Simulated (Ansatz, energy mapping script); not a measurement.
# VCl2O monolayer: exchange couplings from total energies (0.25 holes a magnetic atom)

Wanted: the magnetic order of VCl2O monolayer, its couplings and an estimate of its ordering temperature, by LDA+U (1.92 eV).

Main program and level: Ansatz 0.2.0; LDA with U = 1.92 eV on V d, ortho-atomic projectors; plane waves, U on orthogonalised atomic orbitals unless named otherwise, collinear spin, no spin–orbit coupling.

Most raw output is cut from this account.

**1. Set-up**

The cell holds 4 atoms: 1 V, 2 Cl and 1 O. Cell: a = 3.740 Å, b = 3.503 Å, c = 18.310 Å, α = 90.0°, β = 90.0°, γ = 90.0°. It derives from VCl2O. one layer cut from the bulk crystal, unrelaxed, 15 A of vacuum. Vacuum lies along c.

The cell comes from a database of computed structures, and need not be the one that the compound takes in experiment.

This cell differs from the given one by: 0.25 holes a magnetic atom. The charge is balanced by a uniform background.

A Hubbard U penalises fractional filling of the shell. It raises the cost of virtual hops to the neighbours, so couplings that rest on such hops usually weaken.

**2. A run to fix the orbital filling**

A corrected shell can settle in several orbital fillings. One parallel run, with an occupation width a fifth wider than the orders use, therefore is to supply the occupation matrices. All orders start from them.

File input.yaml:

```yaml
crystal:
  lattice:
    - [3.73957, 0.0, 0.0]
    - [0.0, 3.50306, 0.0]
    - [0.0, 0.0, 18.309677]
  atoms:
    - { symbol: V, position: [0.062003, 0.0, 0.5], spin: 2.0 }
    - { symbol: Cl, position: [0.004547, 0.5, 0.409619] }
    - { symbol: Cl, position: [0.004547, 0.5, 0.590381] }
    - { symbol: O, position: [0.513588, 0.0, 0.5] }
magnetization:
  spin_polarized: true
total_charge: 0.25
kpoints:
  mp_grid: { grid: [9, 10, 1] }
hamiltonian:
  xc: lda
  hubbard:
    sites: [{ species: V, l: d, u_eff: 1.92 }]
    projectors: ortho-atomic
scf:
  occupations: { method: fermi_dirac, width: 0.084 }
output:
  eigenvalues: true
```

Started as:

```console
$ ansatz run input.yaml --threads 4 --pin off --max-ram 8192MiB --backend cpu --events-out ev --progress --plain --runs-dir out
```

The job ended after 21 s (4 threads of Arm Neoverse V2, shared host; peak memory 0.65 GiB).

This step gave:

| Quantity | Value |
| --- | --- |
| final state | ferromagnetic |
| electrons in the corrected shells | 3.361 e |
| largest moment | 0.636 μB |

**3. Order 1: parallel, cell A of 8 atoms**

Each cell gets its own parallel run on the same mesh, so that most of the mesh error cancels in the differences.

File input.yaml:

```yaml
crystal:
  lattice:
    - [3.73957, 0.0, 0.0]
    - [0.0, 7.00612, 0.0]
    - [0.0, 0.0, 18.309677]
  atoms:
    - { symbol: V, position: [0.062003, 0.0, 0.5], spin: 2.0 }
    - { symbol: V, position: [0.062003, 0.5, 0.5], spin: 2.0 }
    - { symbol: Cl, position: [0.004547, 0.25, 0.409619] }
    - { symbol: Cl, position: [0.004547, 0.75, 0.409619] }
    - { symbol: Cl, position: [0.004547, 0.25, 0.590381] }
    - { symbol: Cl, position: [0.004547, 0.75, 0.590381] }
    - { symbol: O, position: [0.513588, 0.0, 0.5] }
    - { symbol: O, position: [0.513588, 0.5, 0.5] }
magnetization:
  spin_polarized: true
total_charge: 0.5
kpoints:
  mp_grid: { grid: [9, 5, 1] }
hamiltonian:
  xc: lda
  hubbard:
    sites:
      - { species: V, l: d, u_eff: 1.92 }
      - { site: 0, l: d, u_eff: 1.92, starting_ns: [{ spin: up, occupation_matrix: v1_major }, { spin: down, occupation_matrix: v1_minor }] }
      - { site: 1, l: d, u_eff: 1.92, starting_ns: [{ spin: up, occupation_matrix: v1_major }, { spin: down, occupation_matrix: v1_minor }] }
    projectors: ortho-atomic
    occupation_matrices:
      v1_major:
        matrix:
          - [0.705, 0.0, 0.0, 0.174, 0.0]
          - [0.0, 0.321, 0.0, 0.0, 0.0]
          - [0.0, 0.0, 0.35, 0.0, 0.0]
          - [0.174, 0.0, 0.0, 0.464, 0.0]
          - [0.0, 0.0, 0.0, 0.0, 0.333]
      v1_minor:
        matrix:
          - [0.134, 0.0, 0.0, -0.104, 0.0]
          - [0.0, 0.241, 0.0, 0.0, 0.0]
          - [0.0, 0.0, 0.295, 0.0, 0.0]
          - [-0.104, 0.0, 0.0, 0.273, 0.0]
          - [0.0, 0.0, 0.0, 0.0, 0.245]
scf:
  occupations: { method: fermi_dirac, width: 0.07 }
output:
  eigenvalues: true
```

Run time: 41 s. Hardware: 4 threads; peak memory 1.1 GiB.

Spin moment in the sphere by atom:

```
atom  spin moment in the sphere (μB)
  V1                           0.635
  V2                           0.635
 Cl3                          -0.039
 Cl4                          -0.039
 Cl5                          -0.039
 Cl6                          -0.039
  O7                          -0.112
  O8                          -0.112
```

The run ends ferromagnetic.

**4. Run 2 (compensated +−; cell A, 8 atoms)**

This order reverses 2 of the 2 neighbours at 3.50 Å, 0 of the 2 neighbours at 3.74 Å and 4 of the 4 neighbours at 5.12 Å, counted for an average magnetic atom.

Edit input.yaml of step 3 so:

```diff
@@ -7,3 +7,3 @@
     - { symbol: V, position: [0.062003, 0.0, 0.5], spin: 2.0 }
-    - { symbol: V, position: [0.062003, 0.5, 0.5], spin: 2.0 }
+    - { symbol: V, position: [0.062003, 0.5, 0.5], spin: -2.0 }
     - { symbol: Cl, position: [0.004547, 0.25, 0.409619] }
@@ -25,3 +25,3 @@
       - { site: 0, l: d, u_eff: 1.92, starting_ns: [{ spin: up, occupation_matrix: v1_major }, { spin: down, occupation_matrix: v1_minor }] }
-      - { site: 1, l: d, u_eff: 1.92, starting_ns: [{ spin: up, occupation_matrix: v1_major }, { spin: down, occupation_matrix: v1_minor }] }
+      - { site: 1, l: d, u_eff: 1.92, starting_ns: [{ spin: up, occupation_matrix: v1_minor }, { spin: down, occupation_matrix: v1_major }] }
     projectors: ortho-atomic
```

Wall time 61 s (4 threads); peak memory 1.1 GiB; 4 min of CPU time.

Spin moment in the sphere by atom:

```
atom  spin moment in the sphere (μB)
  V1                           0.609
  V2                          -0.609
 Cl3                           0.000
 Cl4                           0.000
 Cl5                           0.000
 Cl6                           0.000
  O7                          -0.098
  O8                           0.098
```

The run ends antiferromagnetic, 2.51 meV a magnetic atom above the parallel order of its cell (energies taken at zero occupation width, not the printed F).

**5. Parallel start in cell B (8 atoms)**

A new cell needs its own zero of energy.

This run holds the same structure in another cell (a 3.740 → 7.479 Å, b 7.006 → 3.503 Å).

File input.yaml:

```yaml
crystal:
  lattice:
    - [7.47914, 0.0, 0.0]
    - [0.0, 3.50306, 0.0]
    - [0.0, 0.0, 18.309677]
  atoms:
    - { symbol: V, position: [0.0310015, 0.0, 0.5], spin: 2.0 }
    - { symbol: V, position: [0.5310015, 0.0, 0.5], spin: 2.0 }
    - { symbol: Cl, position: [0.0022735, 0.5, 0.409619] }
    - { symbol: Cl, position: [0.5022735, 0.5, 0.409619] }
    - { symbol: Cl, position: [0.0022735, 0.5, 0.590381] }
    - { symbol: Cl, position: [0.5022735, 0.5, 0.590381] }
    - { symbol: O, position: [0.256794, 0.0, 0.5] }
    - { symbol: O, position: [0.756794, 0.0, 0.5] }
magnetization:
  spin_polarized: true
total_charge: 0.5
kpoints:
  mp_grid: { grid: [5, 10, 1] }
hamiltonian:
  xc: lda
  hubbard:
    sites:
      - { species: V, l: d, u_eff: 1.92 }
      - { site: 0, l: d, u_eff: 1.92, starting_ns: [{ spin: up, occupation_matrix: v1_major }, { spin: down, occupation_matrix: v1_minor }] }
      - { site: 1, l: d, u_eff: 1.92, starting_ns: [{ spin: up, occupation_matrix: v1_major }, { spin: down, occupation_matrix: v1_minor }] }
    projectors: ortho-atomic
    occupation_matrices:
      v1_major:
        matrix:
          - [0.705, 0.0, 0.0, 0.174, 0.0]
          - [0.0, 0.321, 0.0, 0.0, 0.0]
          - [0.0, 0.0, 0.35, 0.0, 0.0]
          - [0.174, 0.0, 0.0, 0.464, 0.0]
          - [0.0, 0.0, 0.0, 0.0, 0.333]
      v1_minor:
        matrix:
          - [0.134, 0.0, 0.0, -0.104, 0.0]
          - [0.0, 0.241, 0.0, 0.0, 0.0]
          - [0.0, 0.0, 0.295, 0.0, 0.0]
          - [-0.104, 0.0, 0.0, 0.273, 0.0]
          - [0.0, 0.0, 0.0, 0.0, 0.245]
scf:
  occupations: { method: fermi_dirac, width: 0.07 }
output:
  eigenvalues: true
```

Run time: 45 s. Hardware: 4 threads; peak memory 1.2 GiB.

The run ends ferromagnetic. For each magnetic atom its energy differs from the parallel run of the first cell by 0.00 meV, an error that one common reference would have brought in.

**6. Run 4 (compensated +−; cell B, 8 atoms)**

This order reverses 0 of the 2 neighbours at 3.50 Å, 2 of the 2 neighbours at 3.74 Å and 4 of the 4 neighbours at 5.12 Å, counted for an average magnetic atom.

Edit input.yaml of step 5 so:

```diff
@@ -7,3 +7,3 @@
     - { symbol: V, position: [0.0310015, 0.0, 0.5], spin: 2.0 }
-    - { symbol: V, position: [0.5310015, 0.0, 0.5], spin: 2.0 }
+    - { symbol: V, position: [0.5310015, 0.0, 0.5], spin: -2.0 }
     - { symbol: Cl, position: [0.0022735, 0.5, 0.409619] }
@@ -25,3 +25,3 @@
       - { site: 0, l: d, u_eff: 1.92, starting_ns: [{ spin: up, occupation_matrix: v1_major }, { spin: down, occupation_matrix: v1_minor }] }
-      - { site: 1, l: d, u_eff: 1.92, starting_ns: [{ spin: up, occupation_matrix: v1_major }, { spin: down, occupation_matrix: v1_minor }] }
+      - { site: 1, l: d, u_eff: 1.92, starting_ns: [{ spin: up, occupation_matrix: v1_minor }, { spin: down, occupation_matrix: v1_major }] }
     projectors: ortho-atomic
```

The job ended after 59 s (4 threads; peak memory 1.2 GiB).

The run ends antiferromagnetic, 4.37 meV a magnetic atom above the parallel order of its cell (energies taken at zero occupation width, not the printed F).

**7. Order 5: parallel, cell C of 8 atoms**

This run holds the same structure in another cell (a 7.479 → 5.124 Å, b 3.503 → 7.006 Å, γ 90.0 → 46.9°).

File input.yaml:

```yaml
crystal:
  lattice:
    - [3.73957, 3.50306, 0.0]
    - [0.0, 7.00612, 0.0]
    - [0.0, 0.0, 18.309677]
  atoms:
    - { symbol: V, position: [0.062003, 0.9689985, 0.5], spin: 2.0 }
    - { symbol: V, position: [0.062003, 0.4689985, 0.5], spin: 2.0 }
    - { symbol: Cl, position: [0.004547, 0.2477265, 0.409619] }
    - { symbol: Cl, position: [0.004547, 0.7477265, 0.409619] }
    - { symbol: Cl, position: [0.004547, 0.2477265, 0.590381] }
    - { symbol: Cl, position: [0.004547, 0.7477265, 0.590381] }
    - { symbol: O, position: [0.513588, 0.743206, 0.5] }
    - { symbol: O, position: [0.513588, 0.243206, 0.5] }
magnetization:
  spin_polarized: true
total_charge: 0.5
kpoints:
  mp_grid: { grid: [9, 9, 1] }
hamiltonian:
  xc: lda
  hubbard:
    sites:
      - { species: V, l: d, u_eff: 1.92 }
      - { site: 0, l: d, u_eff: 1.92, starting_ns: [{ spin: up, occupation_matrix: v1_major }, { spin: down, occupation_matrix: v1_minor }] }
      - { site: 1, l: d, u_eff: 1.92, starting_ns: [{ spin: up, occupation_matrix: v1_major }, { spin: down, occupation_matrix: v1_minor }] }
    projectors: ortho-atomic
    occupation_matrices:
      v1_major:
        matrix:
          - [0.705, 0.0, 0.0, 0.174, 0.0]
          - [0.0, 0.321, 0.0, 0.0, 0.0]
          - [0.0, 0.0, 0.35, 0.0, 0.0]
          - [0.174, 0.0, 0.0, 0.464, 0.0]
          - [0.0, 0.0, 0.0, 0.0, 0.333]
      v1_minor:
        matrix:
          - [0.134, 0.0, 0.0, -0.104, 0.0]
          - [0.0, 0.241, 0.0, 0.0, 0.0]
          - [0.0, 0.0, 0.295, 0.0, 0.0]
          - [-0.104, 0.0, 0.0, 0.273, 0.0]
          - [0.0, 0.0, 0.0, 0.0, 0.245]
scf:
  occupations: { method: fermi_dirac, width: 0.07 }
output:
  eigenvalues: true
```

Wall time 62 s (4 threads); peak memory 1.4 GiB.

The run ends ferromagnetic. For each magnetic atom its energy differs from the parallel run of the first cell by 0.01 meV, an error that one common reference would have brought in.

**8. Compensated +− start in cell C (8 atoms)**

This order reverses 2 of the 2 neighbours at 3.50 Å, 2 of the 2 neighbours at 3.74 Å and 0 of the 4 neighbours at 5.12 Å, counted for an average magnetic atom.

Edit input.yaml of step 7 so:

```diff
@@ -7,3 +7,3 @@
     - { symbol: V, position: [0.062003, 0.9689985, 0.5], spin: 2.0 }
-    - { symbol: V, position: [0.062003, 0.4689985, 0.5], spin: 2.0 }
+    - { symbol: V, position: [0.062003, 0.4689985, 0.5], spin: -2.0 }
     - { symbol: Cl, position: [0.004547, 0.2477265, 0.409619] }
@@ -25,3 +25,3 @@
       - { site: 0, l: d, u_eff: 1.92, starting_ns: [{ spin: up, occupation_matrix: v1_major }, { spin: down, occupation_matrix: v1_minor }] }
-      - { site: 1, l: d, u_eff: 1.92, starting_ns: [{ spin: up, occupation_matrix: v1_major }, { spin: down, occupation_matrix: v1_minor }] }
+      - { site: 1, l: d, u_eff: 1.92, starting_ns: [{ spin: up, occupation_matrix: v1_minor }, { spin: down, occupation_matrix: v1_major }] }
     projectors: ortho-atomic
```

Elapsed: 67 s, on 4 threads; peak memory 1.4 GiB.

The run ends antiferromagnetic, 3.19 meV a magnetic atom above the parallel order of its cell (energies taken at zero occupation width, not the printed F).

**9. Order 7: parallel, cell D of 12 atoms**

File input.yaml:

```yaml
crystal:
  lattice:
    - [3.73957, 3.50306, 0.0]
    - [0.0, 10.50918, 0.0]
    - [0.0, 0.0, 18.309677]
  atoms:
    - { symbol: V, position: [0.062003, 0.979332333, 0.5], spin: 2.0 }
    - { symbol: V, position: [0.062003, 0.312665667, 0.5], spin: 2.0 }
    - { symbol: V, position: [0.062003, 0.645999, 0.5], spin: 2.0 }
    - { symbol: Cl, position: [0.004547, 0.165151, 0.409619] }
    - { symbol: Cl, position: [0.004547, 0.498484333, 0.409619] }
    - { symbol: Cl, position: [0.004547, 0.831817667, 0.409619] }
    - { symbol: Cl, position: [0.004547, 0.165151, 0.590381] }
    - { symbol: Cl, position: [0.004547, 0.498484333, 0.590381] }
    - { symbol: Cl, position: [0.004547, 0.831817667, 0.590381] }
    - { symbol: O, position: [0.513588, 0.828804, 0.5] }
    - { symbol: O, position: [0.513588, 0.162137333, 0.5] }
    - { symbol: O, position: [0.513588, 0.495470667, 0.5] }
magnetization:
  spin_polarized: true
total_charge: 0.75
kpoints:
  mp_grid: { grid: [9, 5, 1] }
hamiltonian:
  xc: lda
  hubbard:
    sites:
      - { species: V, l: d, u_eff: 1.92 }
      - { site: 0, l: d, u_eff: 1.92, starting_ns: [{ spin: up, occupation_matrix: v1_major }, { spin: down, occupation_matrix: v1_minor }] }
      - { site: 1, l: d, u_eff: 1.92, starting_ns: [{ spin: up, occupation_matrix: v1_major }, { spin: down, occupation_matrix: v1_minor }] }
      - { site: 2, l: d, u_eff: 1.92, starting_ns: [{ spin: up, occupation_matrix: v1_major }, { spin: down, occupation_matrix: v1_minor }] }
    projectors: ortho-atomic
    occupation_matrices:
      v1_major:
        matrix:
          - [0.705, 0.0, 0.0, 0.174, 0.0]
          - [0.0, 0.321, 0.0, 0.0, 0.0]
          - [0.0, 0.0, 0.35, 0.0, 0.0]
          - [0.174, 0.0, 0.0, 0.464, 0.0]
          - [0.0, 0.0, 0.0, 0.0, 0.333]
      v1_minor:
        matrix:
          - [0.134, 0.0, 0.0, -0.104, 0.0]
          - [0.0, 0.241, 0.0, 0.0, 0.0]
          - [0.0, 0.0, 0.295, 0.0, 0.0]
          - [-0.104, 0.0, 0.0, 0.273, 0.0]
          - [0.0, 0.0, 0.0, 0.0, 0.245]
scf:
  occupations: { method: fermi_dirac, width: 0.07 }
output:
  eigenvalues: true
```

The job ended after 2.2 min (4 threads; peak memory 2.4 GiB).

The run ends ferromagnetic. For each magnetic atom its energy differs from the parallel run of the first cell by 0.02 meV, an error that one common reference would have brought in.

**10. Uncompensated ++− start in cell D (12 atoms)**

This order reverses 1.33 of the 2 neighbours at 3.50 Å, 1.33 of the 2 neighbours at 3.74 Å and 1.33 of the 4 neighbours at 5.12 Å, counted for an average magnetic atom.

Edit input.yaml of step 9 so:

```diff
@@ -8,3 +8,3 @@
     - { symbol: V, position: [0.062003, 0.312665667, 0.5], spin: 2.0 }
-    - { symbol: V, position: [0.062003, 0.645999, 0.5], spin: 2.0 }
+    - { symbol: V, position: [0.062003, 0.645999, 0.5], spin: -2.0 }
     - { symbol: Cl, position: [0.004547, 0.165151, 0.409619] }
@@ -30,3 +30,3 @@
       - { site: 1, l: d, u_eff: 1.92, starting_ns: [{ spin: up, occupation_matrix: v1_major }, { spin: down, occupation_matrix: v1_minor }] }
-      - { site: 2, l: d, u_eff: 1.92, starting_ns: [{ spin: up, occupation_matrix: v1_major }, { spin: down, occupation_matrix: v1_minor }] }
+      - { site: 2, l: d, u_eff: 1.92, starting_ns: [{ spin: up, occupation_matrix: v1_minor }, { spin: down, occupation_matrix: v1_major }] }
     projectors: ortho-atomic
```

Run time: 4.4 min. Hardware: 4 threads; peak memory 2.6 GiB; 17 min of CPU time.

The run ends ferrimagnetic, 6.31 meV a magnetic atom above the parallel order of its cell (energies taken at zero occupation width, not the printed F).

**11. From energies to couplings**

Each energy difference is a sum of couplings weighted by the pairs that the order reverses. A few near shells are fitted to the differences by least squares. Energies are those extrapolated to zero occupation width, not the free energies F.

Energies from the parallel order of the same cell:

```
                      order  atoms  energy (meV a magnetic atom)  moments (μB)  moments kept as typed  opposed neighbours at 3.50, 3.74, 5.12 Å
         parallel in cell A      8                          0.00          0.64                    yes                                   0, 0, 0
   compensated +− in cell A      8                          2.51          0.61                    yes                                   2, 0, 4
         parallel in cell B      8                          0.00          0.64                    yes                                   0, 0, 0
   compensated +− in cell B      8                          4.37          0.62                    yes                                   0, 2, 4
         parallel in cell C      8                          0.00          0.64                    yes                                   0, 0, 0
   compensated +− in cell C      8                          3.19          0.60                    yes                                   2, 2, 0
         parallel in cell D     12                          0.00          0.64                    yes                                   0, 0, 0
uncompensated ++− in cell D     12                          6.31  0.58 to 0.65                    yes                          1.33, 1.33, 1.33
```

Fitted to E = −Σ J e·e over ordered pairs of unit vectors (J > 0 favours parallel moments):

```
pair  distance (Å)  neighbours  J (meV)
 V–V          3.50           2    0.337
 V–V          3.74           2    0.803
 V–V          5.12           4    0.202
```

Adding the shell at 7.01 Å gives 0.17, 0.63, 0.23 and 1.3 meV, an exact solve that tests nothing.

Limits of this fit: it misses the energies by up to 2.7 meV, so no temperature is drawn.

**12. Against the first cell**

The first set of orders, under LDA+U (1.92 eV), undoped, took 29 min of CPU time summed over its finished orders (seed run apart), these 47 min.

```
        quantity  this set  first set
J at 3.50 Å, meV     0.337     -0.802
J at 3.74 Å, meV     0.803      0.448
J at 5.12 Å, meV     0.202      0.256
```

The coupling that led in the first set goes from -0.802 to 0.337 meV.

**13. What came out**

| Quantity | Value |
| --- | --- |
| lowest order tried | parallel |
| largest fitted value, V–V at 3.74 Å | 0.803 meV |

**Reading.** Of the orders tried, VCl2O monolayer (0.25 holes a magnetic atom) prefers parallel moments under LDA+U (1.92 eV). The largest fitted coupling is the V–V pair at 3.74 Å, ferromagnetic at 0.80 meV, across a ligand at about 180°. The orders also reverse pairs at 7.01 Å, which are not fitted, so the fitted values hold their part too. With 4 differences for 3 couplings the fit misses by 2.7 meV at most, which is not small: farther shells, terms beyond the Heisenberg form or the mesh can cause that. In the fitted orders moments change by up to 8.4 % against the parallel run of the same cell, so the mapping is rough. Every order is gapless on its mesh at this level. In a metal exchange reaches farther, and a short model of fixed moments is less apt; where the compound is in fact an insulator, these couplings come from a wrongly metallic state. Doping by a uniform background in a small cell leaves no room for polarons or dopant disorder, and added carriers make exchange long-ranged, which a few shells describe poorly.

[Logs and program files are shortened in this print: banners, set-up blocks, solver, clock and traceback lines can be left out without a mark of their own.]

[Logs are printed without paths, hosts, clocks, repeated set-up lines and the standing remarks that a program may print on its own settings, such as how far it seeks lower states.]

[Hosts, paths, dates, database ids (printed as entryN), source tags and the programs' standing remarks are cut or masked in the printed files.]

[Where a cell is said to come from a database of computed structures, the database is the Materials Project.]
